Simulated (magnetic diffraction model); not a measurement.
# TmZnCuSe3: what an assumed order does to the neutron pattern

Space group Cmcm (no. 63), a = 3.7360 Å, b = 14.7140 Å, c = 9.9970 Å.

```
site  atom    x       y       z
  4a    Tm    0       0       0
  4c    Se  1/2  0.4417     1/4
  8f    Se    0  0.3825  0.9456
  4c    Zn  1/2  0.0381     1/4
  4c    Cu    0  0.2563     1/4
```

The compound is invented for this exercise: a known structure type with other elements, its cell scaled to their sizes and not relaxed.

Only Tm is taken to order (form factors of Tm3+); orders and moment sizes are assumed, and not adapted to the symmetry. Radiation: neutrons of λ = 1.594 Å, 3° to 45°; isotropic B of 0.27 Å² (Tm), 0.23 Å² (Se), 0.33 Å² (Zn) and 0.36 Å² (Cu). The intensities are simulated: I ∝ L Σ (|F_N|² + |F_M⊥|²) for unpolarised neutrons, with F_M = 2.695 fm/μB × Σ f(s) S exp(2πi Q·r) exp(−B s²) at Q = H ± k (one set where k and −k are equivalent), only the part normal to Q counting and L = 1/(sin²θ cos θ). For collinear order S is the moment m, which repeats by lattice and centring translations R with the sign exp(−2πi k·R). Form factors are spin-only for 3d ions and dipole or tabulated for f ions, scattering lengths are Sears's of 1992, and absorption is left out. A label names one of the reflections at its angle. The strongest nuclear line in the range is 100, and lines under 0.2 are left out.

Assume the order k = (1 0 0), collinear moments along [111], 5 μB on Tm; signs + at (0, 0, 0), − at (0, 0, 1/2).

Q: Where does magnetic intensity appear, and how strong is it?

```tsv
2θ (°)	index	nuclear	magnetic
11.06	(0 1 1)	0.0	82.5
12.44	(0 2 0)	44.2	0.0
15.46	(0 2 1)	1.6	0.0
18.35	(0 0 2)	0.5	0.0
20.86	(0 3 1)	0.0	15.6
22.23	(0 2 2)	4.9	0.0
25.03	(0 4 0)	0.8	0.0
25.43	(1 1 0)	1.5	0.0
26.33	(1 0 1)	0.0	21.1
28.39	(0 1 3)	0.0	13.1
29.21	(1 2 1)	0.0	29.6
30.44	(0 2 3)	31.3	0.0
31.11	(1 3 0)	30.0	0.0
31.21	(0 4 2)	29.4	0.0
31.54	(1 1 2)	2.8	0.0
32.49	(1 3 1)	100.0	0.0
32.80	(0 5 1)	0.0	5.2
33.61	(0 3 3)	0.0	7.7
36.36	(1 3 2)	31.6	0.0
36.64	(1 4 1)	0.0	13.9
37.19	(0 0 4)	37.5	0.0
37.38	(1 0 3)	0.0	8.3
37.66	(0 4 3)	1.6	0.0
37.93	(0 6 0)	2.8	0.0
37.94	(1 1 3)	23.2	0.0
39.10	(0 6 1)	4.2	0.0
39.36	(0 2 4)	7.7	0.0
39.55	(1 2 3)	0.0	13.7
40.33	(1 5 0)	14.6	0.0
41.45	(1 5 1)	0.9	0.0
42.12	(1 3 3)	6.8	0.0
42.36	(0 5 3)	0.0	3.8
42.45	(0 6 2)	13.2	0.0
44.65	(1 5 2)	58.0	0.0
```

The strongest magnetic line in the range is (0 1 1) at 11.06° (82.5). On top of the Lorentz factor, which all lines share, magnetic lines fade with angle because f falls: for Tm3+ it is 0.97, 0.87, 0.75 and 0.49 at sin θ/λ = 0.1, 0.2, 0.3 and 0.5 Å⁻¹, while nuclear lengths stay constant. The order has no net moment.

[Logs are printed without paths, hosts, clocks, repeated set-up lines and the standing remarks that a program may print on its own settings, such as how far it seeks lower states.]
